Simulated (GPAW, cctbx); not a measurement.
# By hand: from a DFT structure factor to an extinction distance in Y2Tl

Y2Tl, P6/mmm (no. 191), a = 5.4188 Å, b = 5.4188 Å, c = 3.2915 Å, α = 90.00°, β = 90.00°, γ = 120.00°.

```
atom  mult.    x    y    z
 Tl1      1    0    0    0
  Y1      2  1/3  2/3  1/2
```

The start was made by putting kin elements into a known structure type; the compound need not exist, or be stable, in this form.

A DFT run (GPAW, PBE, 450 eV, 7×5×5 k-points (along the axes of the calculation cell), Fermi–Dirac width 0.1 eV) gives the static X-ray structure factor of 100 as 41.119 e for the conventional cell; superposed free atoms give 41.185 e. **Problem.** Find the Fourier component V of the crystal potential and the two-beam extinction distance at 120 kV in both cases.

### 1. Geometry

The cell volume is Ω = 83.70 Å³ and d(100) = 4.6928 Å, so g = 1/d = 0.2131 Å⁻¹.

### 2. The nuclei

Electrons feel nuclei as well as electrons, so the nuclear charges are summed with the same phases.

Phase sums Σ exp(2πi h·x), turned so that the total is real and positive: Tl +1.000, Y -1.000. Then F_Z = 81 × (+1.000) + 39 × (-1.000) = 42.00 e. The electron term has the same sign for this reflection.

### 3. Mott–Bethe

Poisson's equation, term by term, gives V = (e/4πε₀)(F_Z − F)/(πΩg²), with e/4πε₀ = 14.3996 V Å.

The prefactor is 14.3996 × 4.6928²/(π × 83.70) = 1.20594 V per electron. Free atoms: (42.00 − 41.185) × 1.20594 = 0.983 V. Crystal: (42.00 − 41.119) × 1.20594 = 1.063 V. F changes by -0.16 % and V by +8.1 %: the same 0.07 e is measured against F_Z − F = 0.8 e in place of F = 41.2 e.

### 4. Extinction distance

In the two-beam case ξ = 1/(λU) with U = 2γm₀eV/h², that is ξ = 150.41 V Å²/(γλV).

At 120 kV, λ = 0.03349 Å and γ = 1.2348. Free atoms: ξ = 3700 Å. Crystal: ξ = 3423 Å. The thickness fringes go as sin²(πt/ξ), so the two patterns slip by a quarter of a period when t|1/ξ₁ − 1/ξ₀| = 1/4, at t ≈ 1142 nm, thicker than usual samples. Thermal motion, absorption and many-beam coupling, left out here, change a real pattern.

### 5. Answer

V(100) is 1.06 V against 0.98 V, and ξ is 3423 against 3700 Å. Limits: static atoms, two beams.

[Outputs are excerpts: Python notices, other lines and further rows are left out; steps that failed or that the build refused (PBEsol, TPSS) are not shown.]

[Logs are printed without paths, hosts, clocks, repeated set-up lines and the standing remarks that a program may print on its own settings, such as how far it seeks lower states.]
